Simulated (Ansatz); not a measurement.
# Si on Ru(0001): change of the work function, part 3 of 4

Aim: the work function of Ru(0001) at several coverages of Si (fcc site), and the dipole that each adsorbate carries.

Ansatz 0.2.0; plane-wave DFT, PBE, Ansatz PAW.

So far, work function, upper face (eV): step 2 (the clean slab) 5.05; step 3 (37 atoms, coverage 0.111 ML, cell 3x3) 4.98.

**4. Adsorbate added, k-mesh 6×6×1, coverage 0.25 ML**

System of this step: Si/Ru(0001). The cell holds 17 atoms: 16 Ru and 1 Si. Its edges and angles: a = 5.400 Å, b = 5.400 Å, c = 26.521 Å, α = 90.0°, β = 90.0°, γ = 60.0°. Vacuum lies along c.

Another coverage, to see how the dipoles act on each other as their distance changes.

File input.yaml:

```yaml
crystal:
  lattice:
    - [5.4, 0.0, 0.0]
    - [2.7, 4.6765371804, 0.0]
    - [0.0, 0.0, 26.5207320389]
  atoms:
    - { symbol: Ru, position: [0.3333333333, 0.3333333333, 0.3393571485] }
    - { symbol: Ru, position: [0.0, 0.0, 0.419988407] }
    - { symbol: Ru, position: [0.3333333333, 0.3333333333, 0.5013507445] }
    - { symbol: Ru, position: [0.0, 0.0, 0.5799729522] }
    - { symbol: Ru, position: [0.3333333333, 0.8333333333, 0.3393571485] }
    - { symbol: Ru, position: [0.0, 0.5, 0.419988407] }
    - { symbol: Ru, position: [0.3333333333, 0.8333333333, 0.5013507445] }
    - { symbol: Ru, position: [0.0, 0.5, 0.5799729522] }
    - { symbol: Ru, position: [0.8333333333, 0.3333333333, 0.3393571485] }
    - { symbol: Ru, position: [0.5, 0.0, 0.419988407] }
    - { symbol: Ru, position: [0.8333333333, 0.3333333333, 0.5013507445] }
    - { symbol: Ru, position: [0.5, 0.0, 0.5799729522] }
    - { symbol: Ru, position: [0.8333333333, 0.8333333333, 0.3393571485] }
    - { symbol: Ru, position: [0.5, 0.5, 0.419988407] }
    - { symbol: Ru, position: [0.8333333333, 0.8333333333, 0.5013507445] }
    - { symbol: Ru, position: [0.5, 0.5, 0.5799729522] }
    - { symbol: Si, position: [0.1666666667, 0.1666666667, 0.6606428515] }
kpoints:
  mp_grid: { grid: [6, 6, 1] }
hamiltonian:
  xc: pbe
scf:
  occupations: { method: fermi_dirac, width: 0.1 }
  convergence: { dr2_threshold: 1.0e-08 }
efield:
  axis: 3
  dipole_correction: true
  ramp_position: 0.97
  ramp_width: 0.06
relax:
  f_tol: 0.02
  max_steps: 60
  constraints: [{ sites: [0, 1, 4, 5, 8, 9, 12, 13] }]
output:
  dos: { projected: true, e_range: [-8, 4] }
  write_potential: true
  write_density: true
  volumetric_format: npy
  elf: true
```

Launch:

```
$ ansatz run input.yaml --threads 4 --pin off --max-ram 16384MiB --backend cpu --events-out ev --progress --plain --runs-dir out
```

Output:

```text
[...]
Crystal: 17 atoms, lattice volume = 669.736 Å³
Basis set: ecut = 420 eV, 12995 PW (Γ), exchange–correlation on 80×80×360 points (8 copies of the dense FFT grid, shifted against one another)
Bands: 156, of which v1, the nominal top of the filled ones, is band 130 counted from 1 (129 counted from 0)
Symmetry: 6 space group operations
[...]
k-points: 7 of 36 (time reversal used)
[...]
SCF iter   1: F=—  HF=-94687.067873 eV  |F-HF|=—  |Δ(HF+E_count)|=         —  Δρ=1.03e-2  dr2=7.04e0  ethr=1.77e-3  p=0.054 e·Å  D=1.46e-2 V/Å  ΔV_dip=-0.39 eV  dr2_dipole=1.75e0  V_vac-E_F(+/−)=4.42/4.80 eV  ⟨swp⟩=8.0  Hψ=4666  notcnv=0
[...]
SCF iter  10: F=-94686.928551 eV  HF=-94686.928551 eV  |F-HF|=3.38e-8  |Δ(HF+E_count)|=   7.97e-8  Δρ=6.58e-7  dr2=4.38e-9  ethr=3.85e-12  p=0.014 e·Å  D=3.74e-3 V/Å  ΔV_dip=-0.10 eV  dr2_dipole=6.37e-10  V_vac-E_F(+/−)=5.00/5.10 eV  ⟨swp⟩=10.3  Hψ=8086  notcnv=0
SCF 1 converged in 10 iterations: F = -94686.928551 eV  dr2 = 4.38e-9
[...]
relax step   1: F+E_penalty+E_count = -94686.92855133 eV  Δ(F+E_penalty+E_count) = +0.000e0 eV  max|allowed force component| = 2.204e0 eV/Å  Δτ_max = 0.0000 Å  (10 SCF iters, accepted)
[...]
SCF iter   1: F=—  HF=-94687.412195 eV  |F-HF|=—  |Δ(HF+E_count)|=         —  Δρ=5.24e-3  dr2=1.84e0  ethr=6.53e-4  p=0.014 e·Å  D=3.74e-3 V/Å  ΔV_dip=-0.10 eV  dr2_dipole=6.09e-1  V_vac-E_F(+/−)=5.02/5.12 eV  ⟨swp⟩=1.1  Hψ=3420  notcnv=0
[...]
eigensolver tolerance schedule calibrated: the retry pair's looser diagonalisation under-reported the residual by θ = 0.08 (0.11/decade); ethr = c·dr2/N_el runs at the constant in force after the calibration composes with the one it found (an armed cap, an earlier calibration), c = 7.7e-2
[...]
SCF iter   2: F=—  HF=-94687.389786 eV  |F-HF|=—  |Δ(HF+E_count)|=   2.24e-2  Δρ=3.19e-3  dr2=2.19e-1  ethr=5.45e-4  p=0.009 e·Å  D=2.51e-3 V/Å  ΔV_dip=-0.07 eV  dr2_dipole=6.76e-3  V_vac-E_F(+/−)=5.02/5.08 eV  ⟨swp⟩=2.6  Hψ=1829  notcnv=0
[...]
SCF iter  10: F=-94687.349205 eV  HF=-94687.349205 eV  |F-HF|=7.10e-8  |Δ(HF+E_count)|=   2.48e-7  Δρ=7.74e-7  dr2=5.89e-9  ethr=2.96e-12  p=0.011 e·Å  D=2.97e-3 V/Å  ΔV_dip=-0.08 eV  dr2_dipole=5.62e-10  V_vac-E_F(+/−)=5.00/5.08 eV  ⟨swp⟩=11.0  Hψ=8193  notcnv=0
SCF 2 converged in 10 iterations: F = -94687.349205 eV  dr2 = 5.89e-9
[...]
relax step   2: F+E_penalty+E_count = -94687.34920507 eV  Δ(F+E_penalty+E_count) = -4.207e-1 eV  max|allowed force component| = 7.978e-1 eV/Å  Δτ_max = 0.1949 Å  (10 SCF iters, accepted)
[...]
SCF iter  10: F=-94687.395428 eV  HF=-94687.395428 eV  |F-HF|=1.26e-8  |Δ(HF+E_count)|=   6.85e-8  Δρ=3.78e-7  dr2=2.15e-9  ethr=3.85e-12  p=0.017 e·Å  D=4.54e-3 V/Å  ΔV_dip=-0.12 eV  dr2_dipole=2.15e-10  V_vac-E_F(+/−)=4.95/5.07 eV  ⟨swp⟩=10.1  Hψ=7802  notcnv=0
SCF 3 converged in 10 iterations: F = -94687.395428 eV  dr2 = 2.15e-9
relax step   3: F+E_penalty+E_count = -94687.39542819 eV  Δ(F+E_penalty+E_count) = -4.622e-2 eV  max|allowed force component| = 1.938e-1 eV/Å  Δτ_max = 0.1379 Å  (10 SCF iters, accepted)
[...]
relax step   4: F+E_penalty+E_count = -94687.40395742 eV  Δ(F+E_penalty+E_count) = -8.529e-3 eV  max|allowed force component| = 7.855e-2 eV/Å  Δτ_max = 0.0313 Å  (9 SCF iters, accepted)
SCF iter   1: F=—  HF=-94687.404770 eV  |F-HF|=—  |Δ(HF+E_count)|=         —  Δρ=4.96e-4  dr2=9.03e-3  ethr=1.66e-5  p=0.016 e·Å  D=4.38e-3 V/Å  ΔV_dip=-0.12 eV  dr2_dipole=3.02e-3  V_vac-E_F(+/−)=4.96/5.07 eV  ⟨swp⟩=2.0  Hψ=1910  notcnv=0
[...]
SCF iter   8: F=-94687.404992 eV  HF=-94687.404992 eV  |F-HF|=2.69e-8  |Δ(HF+E_count)|=   2.20e-8  Δρ=6.00e-7  dr2=2.52e-9  ethr=3.85e-12  p=0.017 e·Å  D=4.50e-3 V/Å  ΔV_dip=-0.12 eV  dr2_dipole=1.08e-10  V_vac-E_F(+/−)=4.95/5.07 eV  ⟨swp⟩=10.6  Hψ=7835  notcnv=0
SCF 5 converged in 8 iterations: F = -94687.404992 eV  dr2 = 2.52e-9
relax step   5: F+E_penalty+E_count = -94687.40499191 eV  Δ(F+E_penalty+E_count) = -1.034e-3 eV  max|allowed force component| = 7.181e-3 eV/Å  Δτ_max = 0.0087 Å  (8 SCF iters, accepted)
[...]
WARN: The output density's exchange-correlation potential varies sharply where the density is thin. Do not read a vacuum level from v_tot or v_xc, or from such a field of the output density. On a cell that repeats whose density bears no net charge and no dipole along the vacuum's axis use v_es (v_loc + v_h of the components); under efield.dipole_correction with no amplitude use v_es + v_field, which holds any externa [...]
SCF converged after 8 iterations
Free energy (F): -94687.404992 eV
[...]
Internal energy: -94686.780870 eV  (E = F + TS)
E sigma→0 (E₀):  -94687.092931 eV
Entropy (-TS):   -0.624122 eV (-36.713 meV/atom)
Fermi energy:    4.601013 eV
Dipole field:    D = 0.004493 V/Å  (p = 0.016631 e·Å, saw-weighted, corrected)
Work function:   Φ+ = 4.9541 eV   Φ− = 5.0733 eV
[...]
--- Forces (eV/Å), atoms counted from 1 ---
  atom   1  Ru     0.06125084     0.03536319     0.50833273
  atom   2  Ru     0.07228071     0.04173129    -0.42272132
  atom   3  Ru     0.00117615     0.00067905    -0.00052668
  atom   4  Ru     0.00280402     0.00161890     0.00341724
  atom   5  Ru     0.00000000    -0.07072638     0.50833273
  atom   6  Ru    -0.00000000    -0.08346257    -0.42272132
  atom   7  Ru     0.00000000    -0.00135811    -0.00052668
  atom   8  Ru     0.00000000    -0.00323780     0.00341724
  atom   9  Ru    -0.06125084     0.03536319     0.50833273
  atom  10  Ru    -0.07228071     0.04173129    -0.42272132
  atom  11  Ru    -0.00117615     0.00067905    -0.00052668
  atom  12  Ru    -0.00280402     0.00161890     0.00341724
  atom  13  Ru     0.00000000     0.00000000     0.33528018
  atom  14  Ru    -0.00000000    -0.00000000    -0.59972337
  atom  15  Ru    -0.00000000    -0.00000000    -0.00620399
  atom  16  Ru     0.00000000    -0.00000000     0.00718072
  atom  17  Si     0.00000000     0.00000000    -0.00204363
  max |Σ_I F_I| component: 4.19e-6 eV/Å
--- Band table (eV; the first three rows and the last of 7) ---
  k-point 0: bands = [... 126 lower, 5.0659, 5.2638, 5.2638, 5.5273, 5.5566, 5.5566, 5.7516, 5.7516, ... 22 higher]
  k-point 1: bands = [... 126 lower, 4.6982, 4.9234, 5.0558, 5.0907, 5.2288, 5.2936, 5.4194, 5.5292, ... 22 higher]
  k-point 2: bands = [... 126 lower, 4.1813, 4.2798, 4.4020, 4.4909, 4.6774, 4.7313, 4.9249, 4.9256, ... 22 higher]
  k-point 6: bands = [... 126 lower, 4.1099, 4.1651, 4.1763, 4.2384, 4.5348, 4.6850, 4.7565, 4.8618, ... 22 higher]
--- Relaxed structure (5 steps of the walk, 5 accepted, 0 SCFs on fresh bases) ---
  F+E_penalty+E_count = -94687.40499191 eV   max|allowed force component| = 7.181e-3 eV/Å
  atoms:
    - { symbol: Ru, position: [0.333333, 0.333333, 0.3393571485] }
    - { symbol: Ru, position: [2.666712e-17, 2.666712e-17, 0.419988407] }
    - { symbol: Ru, position: [0.333158, 0.333158, 0.501367] }
    - { symbol: Ru, position: [-0.00347705, -0.00347705, 0.581535] }
    - { symbol: Ru, position: [0.333333, 0.833333, 0.3393571485] }
    - { symbol: Ru, position: [5.551115e-17, 0.5, 0.419988407] }
    - { symbol: Ru, position: [0.333158, 0.833683, 0.501367] }
    - { symbol: Ru, position: [-0.00347705, 0.506954, 0.581535] }
    - { symbol: Ru, position: [0.833333, 0.333333, 0.3393571485] }
    - { symbol: Ru, position: [0.5, 2.666712e-17, 0.419988407] }
    - { symbol: Ru, position: [0.833683, 0.333158, 0.501367] }
    - { symbol: Ru, position: [0.506954, -0.00347705, 0.581535] }
    - { symbol: Ru, position: [0.833333, 0.833333, 0.3393571485] }
    - { symbol: Ru, position: [0.5, 0.5, 0.419988407] }
    - { symbol: Ru, position: [0.833333, 0.833333, 0.498984] }
    - { symbol: Ru, position: [0.5, 0.5, 0.579950] }
    - { symbol: Si, position: [0.166667, 0.166667, 0.648934] }
```

It took 1.9 min on 4 threads of Arm Neoverse V1, shared host; peak memory 2.6 GiB.

Step by step:

```tsv
step	energy less that of the first step (eV)	largest force component (eV/Å)
1	0.0000	2.2037
2	-0.4207	0.7978
3	-0.4669	0.1938
4	-0.4754	0.0786
5	-0.4764	0.0072
```

The run keeps the 6 symmetry operations that the program found, so distortions that break them were not tested.

The atoms that moved most (Å):

```tsv
atom	dx	dy	dz	length
Si17	0.000	0.000	-0.311	0.311
Ru15	0.000	0.000	-0.063	0.063
Ru12	0.028	-0.016	0.041	0.053
Ru8	0.000	0.033	0.041	0.053
Ru4	-0.028	-0.016	0.041	0.053
```

The relaxed structure:

```xyz
17
Lattice="5.4000 0.0000 0.0000 2.7000 4.6765 0.0000 0.0000 0.0000 26.5207" Properties=species:S:1:pos:R:3
Ru    2.7000    1.5588    9.0000
Ru    0.0000    0.0000   11.1384
Ru    2.6986    1.5580   13.2966
Ru   -0.0282   -0.0163   15.4227
Ru    4.0500    3.8971    9.0000
Ru    1.3500    2.3383   11.1384
Ru    4.0500    3.8988   13.2966
Ru    1.3500    2.3708   15.4227
Ru    5.4000    1.5588    9.0000
Ru    2.7000    0.0000   11.1384
Ru    5.4014    1.5580   13.2966
Ru    2.7282   -0.0163   15.4227
Ru    6.7500    3.8971    9.0000
Ru    4.0500    2.3383   11.1384
Ru    6.7500    3.8971   13.2334
Ru    4.0500    2.3383   15.3807
Si    1.3500    0.7794   17.2102
```

Read from the output:

```yaml
energy_at_zero_smearing: -94687.0929 eV
work_function_upper_face: 4.954 eV
work_function_lower_face: 5.073 eV
dipole_along_the_normal: 0.01663 e·Å
step_between_the_vacuum_levels: -0.1191 eV
```

The density of states has structure finer than the step of the table below, so its rows give means over 0.25 eV. Peaks (eV: height): -3.160: 41.5, -2.140: 40.5, -1.680: 41.3, -1.410: 45.0, -0.690: 42.6, 0.900: 49.7, 1.410: 41.1.

Density of states against energy, zero at the Fermi level; means over each step:

energy (eV), density of states (states/eV a cell) and a bar:
```
    -7.75        3.1 ###
    -7.50        2.7 ##
    -7.25        0.5 
    -7.00        1.0 #
    -6.75        1.1 #
    -6.50        1.2 #
    -6.25        1.7 #
    -6.00        7.6 #######
    -5.75       17.0 ################
    -5.50       18.1 #################
    -5.25       22.9 ######################
    -5.00       19.5 ###################
    -4.75       15.6 ###############
    -4.50       23.3 ######################
    -4.25       23.8 #######################
    -4.00       21.0 ####################
    -3.75       19.5 ###################
    -3.50       18.0 #################
    -3.25       17.5 #################
    -3.00       18.9 ##################
    -2.75       28.6 ############################
    -2.50       27.1 ##########################
    -2.25       25.8 #########################
    -2.00       31.1 ##############################
    -1.75       27.1 ##########################
    -1.50       30.8 ##############################
    -1.25       17.9 #################
    -1.00       15.1 ##############
    -0.75       20.3 ###################
    -0.50       21.9 #####################
    -0.25       19.1 ##################
     0.00       18.8 ##################
     0.25       20.1 ###################
     0.50       17.0 ################
     0.75       19.5 ###################
     1.00       30.1 #############################
     1.25       23.6 #######################
     1.50       24.9 ########################
     1.75       15.2 ##############
```

Projected DOS per atom over height of the atomic layer and energy from the Fermi level. Layers: Ru4 Ru4 Ru4 Ru4 Si from below.

Ten even steps from '_' (0.00 states/eV) to '@' (2.42 states/eV), each cell a mean:
```
----------
++####==..
##******::
++======::
++----++--
##----++--
==------::
##++++**::
@@++++##::
******##::
******##::
--======..
========..
++**++++..
++++==++..
--****==__
::####::__
__--==____
__________
__________
________..
______..##
```
Columns: height of the atomic layer (Å) from 9 to 17.2 (not evenly spaced); rows upwards: energy from the Fermi level (eV) from -7.96 to 1.95.

ELF in the ca plane at fractional y = 0.000, with atoms of Ru within 0.2 Å of it. It is the smooth field of the valence electrons, not physical close to the nuclei.

Ten even steps from '0' (0.00) to '9' (0.91), each cell a mean:
```
33333256565233233366574223332100000000000000
22222335653322222235652111100000000000000000
23432322323224432223332211000000000000000000
24542332333224532233333221000000000000000000
23332323432323322224442111000000000000000000
33223246664232222256663122211000000000000000
43333266365233333365365235544210000000000000
33333256565233233356564467777642100000000000
22222235653322223335543578999864200000000000
23432322322223432322234678999975210000000000
24542332333224532222235677999975210000000000
23332323432323322323334678999874200000000000
33223246764232223346664578888753100000000000
43333266365233333365365356665421000000000000
```
Columns run along c (16.0 Å, from fractional 0.31 to 0.92 of the cell), rows up along a (5.4 Å). Atoms in or near the plane, at fractional coordinates: Ru at (0.42, 0.00), Ru at (0.58, 0.00), Ru at (0.42, 0.50), Ru at (0.58, 0.51).

Electrostatic potential energy in the ca plane at fractional y = 0.000, with atoms of Ru within 0.2 Å of it. With pseudopotentials it is smooth inside the atoms' cores, unlike the true potential.

Ten even steps from '0' (-83 eV) to '9' (10 eV), each cell a mean:
```
99999850015899999840016999999999999999999999
98889975458998889974358999999999999999999999
87678998889987679998889999999999999999999999
87678999999986678999999999999999999999999999
98789987678987789986679999999999999999999999
99999862126999999851137999999999999999999999
99999840005899999830006999999999999999999999
99999850015899999840017999999999999999999999
98889975358998889975468988999999999999999999
87678998889987678998889887899999999999999999
87678999999986678999999877899999999999999999
98789987678988789987788888899999999999999999
99999862126999999862137999999999999999999999
99999840004899999830006999999999999999999999
```
Columns run along c (16.0 Å, from fractional 0.31 to 0.92 of the cell; values clipped at the 3rd and 97th percentile), rows up along a (5.4 Å). Atoms in or near the plane, at fractional coordinates: Ru at (0.42, 0.00), Ru at (0.58, 0.00), Ru at (0.42, 0.50), Ru at (0.58, 0.51).

Valence density in the ca plane at fractional y = 0.000, with atoms of Ru within 0.2 Å of it. It is the smooth field of the valence electrons, not physical close to the nuclei.

Ten steps, logarithmic in the rise over the least value, from '0' (0.00 × 1e0 e/Å³) to '9' (9.79 × 1e0 e/Å³), each cell a mean:
```
23333479996333333479985311000000000000000000
23443357764334433357764210000000000000000000
35654334443345543334432100000000000000000000
35654333333346653333332100000000000000000000
34543345653334543345653110000000000000000000
23333368985333333468985210000000000000000000
22333479997333333489996321000000000000000000
23333479996333333479985322110000000000000000
23443357764334443357764332211000000000000000
35554334443345653333433333221000000000000000
35654333333345653333333333221000000000000000
34543345653334543345543333221000000000000000
23333368985333333468875322210000000000000000
22333479997333333489996321100000000000000000
```
Columns run along c (16.0 Å, from fractional 0.31 to 0.92 of the cell), rows up along a (5.4 Å). Atoms in or near the plane, at fractional coordinates: Ru at (0.42, 0.00), Ru at (0.58, 0.00), Ru at (0.42, 0.50), Ru at (0.58, 0.51).

The relaxation took 5 steps and lowered the energy by 0.48 eV; the largest force on the free atoms ends at 0.0072 eV/Å.

By hand: a sheet of dipoles makes a step −p/(ε₀A) in the electron's potential. With e/ε₀ = 180.95 V·Å, p = 0.01663 e·Å and A = 25.25 Å², that is −180.95 × (0.01663) / 25.25 = -0.119 eV, and the two vacuum levels of the run differ by -0.119 eV.

The covered face has 4.95 eV, -0.09 eV against the clean one; the bare back face has moved by -0.00 eV, a measure of how thin the slab is.

**5. Adsorbate added, k-mesh 6×6×1, coverage 0.5 ML**

System of this step: Si/Ru(0001). The cell holds 18 atoms: 16 Ru and 2 Si. Its edges and angles: a = 5.400 Å, b = 5.400 Å, c = 26.521 Å, α = 90.0°, β = 90.0°, γ = 60.0°. Vacuum lies along c.

Another coverage, to see how the dipoles act on each other as their distance changes.

Changes to input.yaml since step 4:

```diff
@@ -23,2 +23,3 @@
     - { symbol: Si, position: [0.1666666667, 0.1666666667, 0.6606428515] }
+    - { symbol: Si, position: [0.6666666667, 0.1666666667, 0.6606428515] }
 kpoints:
```

Output:

```text
[...]
Crystal: 18 atoms, lattice volume = 669.736 Å³
Basis set: ecut = 420 eV, 12995 PW (Γ), exchange–correlation on 80×80×360 points (8 copies of the dense FFT grid, shifted against one another)
Bands: 159, of which v1, the nominal top of the filled ones, is band 132 counted from 1 (131 counted from 0)
Symmetry: 4 space group operations
[...]
- { symbol: Ru, position: [0.83333333335, 0.833333, 0.339357] }
    - { symbol: Ru, position: [0.500000, 0.500000, 0.419988] }
    - { symbol: Ru, position: [0.834098, 0.831805, 0.498863] }
    - { symbol: Ru, position: [0.500138, 0.499724, 0.582248] }
    - { symbol: Si, position: [0.161119, 0.177763, 0.653429] }
    - { symbol: Si, position: [0.661119, 0.177763, 0.653429] }
[key lines of the parts left out:]
SCF converged after 6 iterations
Free energy (F): -95324.220937 eV
Fermi energy:    4.878880 eV
Dipole field:    D = 0.002024 V/Å  (p = 0.007493 e·Å, saw-weighted, corrected)
Work function:   Φ+ = 5.0530 eV   Φ− = 5.1066 eV
```

Run time: 4 min. Hardware: 4 threads; peak memory 3 GiB.

[end of part 3 of 4]

[Long decimals in the printed logs are rounded to 6 places.]

[Logs are printed without paths, hosts, clocks, repeated set-up lines and the standing remarks that a program may print on its own settings, such as how far it seeks lower states.]

[Hosts, paths, dates, database ids (printed as entryN), source tags and the programs' standing remarks are cut or masked in the printed files.]

[Maps of the electrostatic potential energy from Ansatz leave out the sawtooth potential of an applied field or a dipole correction, so their vacuum need not be flat; planar profiles and work functions include it.]
